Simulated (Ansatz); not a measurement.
# Si on Ni(111): change of the work function, part 4 of 4

Aim: the work function of Ni(111) at several coverages of Si (fcc site), and the dipole that each adsorbate carries.

Ansatz 0.2.0; plane-wave DFT, PBE, Ansatz PAW.

So far, work function, upper face (eV): step 2 (the clean slab) 5.07; step 3 (37 atoms, coverage 0.111 ML, cell 3x3) 4.92; step 4 (17 atoms, coverage 0.25 ML, cell 2x2) 4.81.

### Step 5. Adsorbate added, k-mesh 6×6×1, coverage 0.5 ML

System of this step: Si/Ni(111). The cell holds 18 atoms: 16 Ni and 2 Si. Its edges and angles: a = 4.978 Å, b = 4.978 Å, c = 26.011 Å, α = 90.0°, β = 90.0°, γ = 60.0°. Vacuum lies along c.

Another coverage, to see how the dipoles act on each other as their distance changes.

Input file input.yaml:

```yaml
crystal:
  lattice:
    - [4.9780317395, 0.0, 0.0]
    - [2.4890158698, 4.3111019473, 0.0]
    - [0.0, 0.0, 26.010722271]
  atoms:
    - { symbol: Ni, position: [0.0, 0.0, 0.3460111529], spin: 0.7 }
    - { symbol: Ni, position: [0.1666666667, 0.1666666667, 0.4241432756], spin: 0.72 }
    - { symbol: Ni, position: [0.3333333333, 0.3333333333, 0.5020155587], spin: 0.72 }
    - { symbol: Ni, position: [0.0, 0.0, 0.5791060347], spin: 0.7 }
    - { symbol: Ni, position: [0.0, 0.5, 0.3460111529], spin: 0.7 }
    - { symbol: Ni, position: [0.1666666667, 0.6666666667, 0.4241432756], spin: 0.72 }
    - { symbol: Ni, position: [0.3333333333, 0.8333333333, 0.5020155587], spin: 0.72 }
    - { symbol: Ni, position: [0.0, 0.5, 0.5791060347], spin: 0.7 }
    - { symbol: Ni, position: [0.5, 0.0, 0.3460111529], spin: 0.7 }
    - { symbol: Ni, position: [0.6666666667, 0.1666666667, 0.4241432756], spin: 0.72 }
    - { symbol: Ni, position: [0.8333333333, 0.3333333333, 0.5020155587], spin: 0.72 }
    - { symbol: Ni, position: [0.5, 0.0, 0.5791060347], spin: 0.7 }
    - { symbol: Ni, position: [0.5, 0.5, 0.3460111529], spin: 0.7 }
    - { symbol: Ni, position: [0.6666666667, 0.6666666667, 0.4241432756], spin: 0.72 }
    - { symbol: Ni, position: [0.8333333333, 0.8333333333, 0.5020155587], spin: 0.72 }
    - { symbol: Ni, position: [0.5, 0.5, 0.5791060347], spin: 0.7 }
    - { symbol: Si, position: [0.1666666667, 0.1666666667, 0.6539888471] }
    - { symbol: Si, position: [0.6666666667, 0.1666666667, 0.6539888471] }
magnetization:
  spin_polarized: true
kpoints:
  mp_grid: { grid: [6, 6, 1] }
hamiltonian:
  xc: pbe
scf:
  occupations: { method: fermi_dirac, width: 0.1 }
  convergence: { dr2_threshold: 1.0e-08 }
efield:
  axis: 3
  dipole_correction: true
  ramp_position: 0.97
  ramp_width: 0.06
relax:
  f_tol: 0.02
  max_steps: 60
  constraints: [{ sites: [0, 1, 4, 5, 8, 9, 12, 13] }]
output:
  dos: { projected: true, e_range: [-8, 4] }
  write_potential: true
  write_density: true
  volumetric_format: npy
  elf: true
```

On the command line:

```bash
ansatz run input.yaml --threads 4 --pin off --max-ram 16384MiB --backend cpu --events-out ev --progress --plain --runs-dir out
```

Output:

```text
[...]
Crystal: 18 atoms, lattice volume = 558.211 Å³
Basis set: ecut = 420 eV, 10917 PW (Γ), exchange–correlation on 72×72×360 points (8 copies of the dense FFT grid, shifted against one another)
Bands: 185, of which v1, the nominal top of the filled ones, is band 148 counted from 1 (147 counted from 0)
[...]
- { symbol: Ni, position: [0.5, 0.500000, 0.346011] }
    - { symbol: Ni, position: [0.66666666665, 0.6666666667, 0.4241432756] }
    - { symbol: Ni, position: [0.834076, 0.831848, 0.501285] }
    - { symbol: Ni, position: [0.498542, 0.502916, 0.582202] }
    - { symbol: Si, position: [0.167231, 0.165539, 0.649592] }
    - { symbol: Si, position: [0.667231, 0.165539, 0.649592] }
[key lines of the parts left out:]
SCF converged after 12 iterations
Magnetization: 8.3458 μB (152.1729 up, 143.8271 down)
Free energy (F): -94703.615281 eV
Fermi energy:    3.115789 eV
Dipole field:    D = 0.012818 V/Å  (p = 0.039543 e·Å, saw-weighted, corrected)
Work function:   Φ+ = 4.7339 eV   Φ− = 5.0673 eV
```

It took 13 min on 4 threads of Arm Neoverse V1, shared host; peak memory 3.8 GiB; 50 min of CPU time.

Relaxation path:

```
step  energy less that of the first step (eV)  largest force component (eV/Å)
   1                                   0.0000                          1.0263
   2                                  -0.1269                          0.6924
   3                                  -0.2187                          0.1881
   4                                  -0.2223                          0.0458
   5                                  -0.2228                          0.0036
```

The run keeps the 4 symmetry operations that the program found, so distortions that break them were not tested.

The atoms that moved most (Å):

```csv
atom,dx,dy,dz,length
Si18,0.000,-0.005,-0.114,0.114
Si17,0.000,-0.005,-0.114,0.114
Ni8,0.000,0.013,0.081,0.082
Ni16,0.000,0.013,0.081,0.082
Ni12,0.000,-0.037,0.036,0.051
Ni4,0.000,-0.037,0.036,0.051
Ni7,0.000,-0.006,-0.019,0.020
Ni15,0.000,-0.006,-0.019,0.020
```

Final coordinates:

```xyz
18
Lattice="4.9780 0.0000 0.0000 2.4890 4.3111 0.0000 0.0000 0.0000 26.0107" Properties=species:S:1:pos:R:3
Ni    0.0000    0.0000    9.0000
Ni    1.2445    0.7185   11.0323
Ni    2.4890    1.4344   13.0744
Ni    0.0000   -0.0367   15.0991
Ni    1.2445    2.1556    9.0000
Ni    2.4890    2.8741   11.0323
Ni    3.7335    3.5862   13.0388
Ni    1.2445    2.1681   15.1435
Ni    2.4890    0.0000    9.0000
Ni    3.7335    0.7185   11.0323
Ni    4.9780    1.4344   13.0744
Ni    2.4890   -0.0367   15.0991
Ni    3.7335    2.1556    9.0000
Ni    4.9780    2.8741   11.0323
Ni    6.2225    3.5862   13.0388
Ni    3.7335    2.1681   15.1435
Si    1.2445    0.7137   16.8964
Si    3.7335    0.7137   16.8964
```

The relaxation took 5 steps and lowered the energy by 0.22 eV; the largest force on the free atoms ends at 0.0036 eV/Å.

The covered face has 4.73 eV, -0.34 eV against the clean one; the bare back face has moved by -0.01 eV, a measure of how thin the slab is.

### Step 6. Adsorbate added, k-mesh 12×12×1, coverage 1 ML

System of this step: Si/Ni(111). The cell holds 5 atoms: 4 Ni and 1 Si. Its edges and angles: a = 2.489 Å, b = 2.489 Å, c = 26.011 Å, α = 90.0°, β = 90.0°, γ = 60.0°. Vacuum lies along c.

Another coverage, to see how the dipoles act on each other as their distance changes.

input.yaml, the sections that differ from step 5:

```yaml
crystal:
  lattice:
    - [2.4890158698, 0.0, 0.0]
    - [1.2445079349, 2.1555509736, 0.0]
    - [0.0, 0.0, 26.010722271]
  atoms:
    - { symbol: Ni, position: [0.0, 0.0, 0.3460111529], spin: 0.7 }
    - { symbol: Ni, position: [0.3333333333, 0.3333333333, 0.4241432756], spin: 0.72 }
    - { symbol: Ni, position: [0.6666666667, 0.6666666667, 0.5020155587], spin: 0.72 }
    - { symbol: Ni, position: [0.0, 0.0, 0.5791060347], spin: 0.7 }
    - { symbol: Si, position: [0.3333333333, 0.3333333333, 0.6539888471] }
kpoints:
  mp_grid: { grid: [12, 12, 1] }
relax:
  f_tol: 0.02
  max_steps: 60
  constraints: [{ sites: [0, 1] }]
output:
  write_potential: true
  write_density: true
  volumetric_format: npy
# magnetization, hamiltonian, scf, efield: as in step 5
```

Output:

```text
[...]
Crystal: 5 atoms, lattice volume = 139.553 Å³
Basis set: ecut = 420 eV, 2625 PW (Γ), exchange–correlation on 36×36×360 points (8 copies of the dense FFT grid, shifted against one another)
Bands: 48, of which v1, the nominal top of the filled ones, is band 38 counted from 1 (37 counted from 0)
[...]
atoms:
    - { symbol: Ni, position: [-1.480297e-17, -1.480297e-17, 0.346011] }
    - { symbol: Ni, position: [0.333333, 0.333333, 0.4241432756] }
    - { symbol: Ni, position: [0.666667, 0.666667, 0.502120] }
    - { symbol: Ni, position: [-1.176589e-17, -1.358814e-17, 0.581826] }
    - { symbol: Si, position: [0.333333, 0.333333, 0.656330] }
[key lines of the parts left out:]
SCF converged after 14 iterations
Magnetization: 2.1241 μB (39.0621 up, 36.9379 down)
Free energy (F): -23993.915554 eV
Fermi energy:    3.970535 eV
Dipole field:    D = 0.025193 V/Å  (p = 0.019429 e·Å, saw-weighted, corrected)
Work function:   Φ+ = 4.4293 eV   Φ− = 5.0846 eV
```

The job ended after 44 s (4 threads; peak memory 0.58 GiB).

The steps of the relaxation:

```csv
step,energy less that of the first step (eV),largest force component (eV/Å)
1,0.0000,0.4077
2,-0.0083,0.2568
3,-0.0132,0.0400
4,-0.0132,0.0159
```

Forces are held to the 6 operations that the program found; a distortion that breaks them can't arise in this run.

The atoms that moved most (Å):

```
atom     dx     dy     dz  length
 Ni4  0.000  0.000  0.071   0.071
 Si5  0.000  0.000  0.061   0.061
```

Final coordinates:

```cif
data_structure
_symmetry_space_group_name_H-M 'P 1'
_symmetry_Int_Tables_number 1
_cell_length_a 2.4890
_cell_length_b 2.4890
_cell_length_c 26.0107
_cell_angle_alpha 90.000
_cell_angle_beta 90.000
_cell_angle_gamma 60.000
_cell_volume 139.55
loop_
_atom_site_label
_atom_site_type_symbol
_atom_site_fract_x
_atom_site_fract_y
_atom_site_fract_z
_atom_site_occupancy
Ni1 Ni 0.00000 0.00000 0.34601 1
Ni2 Ni 0.33333 0.33333 0.42414 1
Ni3 Ni 0.66667 0.66667 0.50212 1
Ni4 Ni 0.00000 0.00000 0.58183 1
Si5 Si 0.33333 0.33333 0.65633 1
```

Running mean over 2.032 Å of the planar mean; the ramp of the sawtooth is left out. The electron's electrostatic potential energy less the Fermi level by z:

| z (Å) | electron's electrostatic potential energy less the Fermi level (eV) |
| --- | --- |
| 4 | 5.08 |
| 5 | 5.08 |
| 6 | 5.03 |
| 7 | 4.39 |
| 8 | -3.19 |
| 9 | -10.1 |
| 10 | -10.3 |
| 11 | -10.4 |
| 12 | -10.4 |
| 13 | -10.3 |
| 14 | -9.87 |
| 15 | -10.6 |
| 16 | -12.4 |
| 17 | -11.8 |
| 18 | -5.31 |
| 19 | 3.37 |
| 20 | 4.37 |
| 21 | 4.43 |
| 22 | 4.43 |

The relaxation took 4 steps and lowered the energy by 0.013 eV; the largest force on the free atoms ends at 0.016 eV/Å.

The covered face has 4.43 eV, -0.64 eV against the clean one; the bare back face has moved by +0.00 eV, a measure of how thin the slab is.

### Step 7. Work function against coverage

This step: plane-wave DFT, PBE, Ansatz PAW; work function against coverage (Ansatz 0.2.0).

The runs are now put side by side.

Numbers from this step:

| Property | Result |
| --- | --- |
| work function of the clean face | 5.072 eV |
| largest change of the work function | -0.6427 eV |

The work function of the covered face by coverage:

```
coverage (adsorbates/nm²)  work function of the covered face (eV)
                     0.00                                    5.07
                     2.07                                    4.92
                     4.66                                    4.81
                     9.32                                    4.73
                    18.64                                    4.43
```

The dipole per adsorbate comes from the change of the cell's dipole. Coverage, by row:

| coverage (1/nm²) | coverage (ML) | work function (eV) | change (eV) | dipole per adsorbate, positive end outwards (debye) | mean height of the added atoms over the highest substrate atom (Å) |
| --- | --- | --- | --- | --- | --- |
| 2.071 | 0.1111 | 4.923 | -0.1494 | 0.186 | 1.669 |
| 4.66 | 0.25 | 4.815 | -0.2571 | 0.142 | 1.625 |
| 9.319 | 0.5 | 4.734 | -0.3381 | 0.092 | 1.753 |
| 18.64 | 1 | 4.429 | -0.6427 | 0.092 | 1.938 |

### Step 8. Outcome

* work function of the clean face: 5.07 eV
* work function at 0.11 ML: 4.92 eV
* work function at 0.25 ML: 4.81 eV
* work function at 0.5 ML: 4.73 eV
* work function at 1 ML: 4.43 eV
* dipole per adsorbate at 0.11 ML, positive end outwards: 0.19 D

At the lowest coverage Si changes the work function of Ni(111) by under 0.15 eV, within the error of so thin a slab; the largest change, -0.64 eV, comes at higher coverage. The slab has 4 layers, at the tabulated experimental lattice constant, one starting site was run, and quantum-size effects of a slab this thin can reach one or two tenths of an eV. The magnetic order is the one reached from the typed start; other orders were not compared.

[Long decimals in the printed logs are rounded to 6 places.]

[Logs are printed without paths, hosts, clocks, repeated set-up lines and the standing remarks that a program may print on its own settings, such as how far it seeks lower states.]

[Hosts, paths, dates, database ids (printed as entryN), source tags and the programs' standing remarks are cut or masked in the printed files.]

[Maps of the electrostatic potential energy from Ansatz leave out the sawtooth potential of an applied field or a dipole correction, so their vacuum need not be flat; planar profiles and work functions include it.]
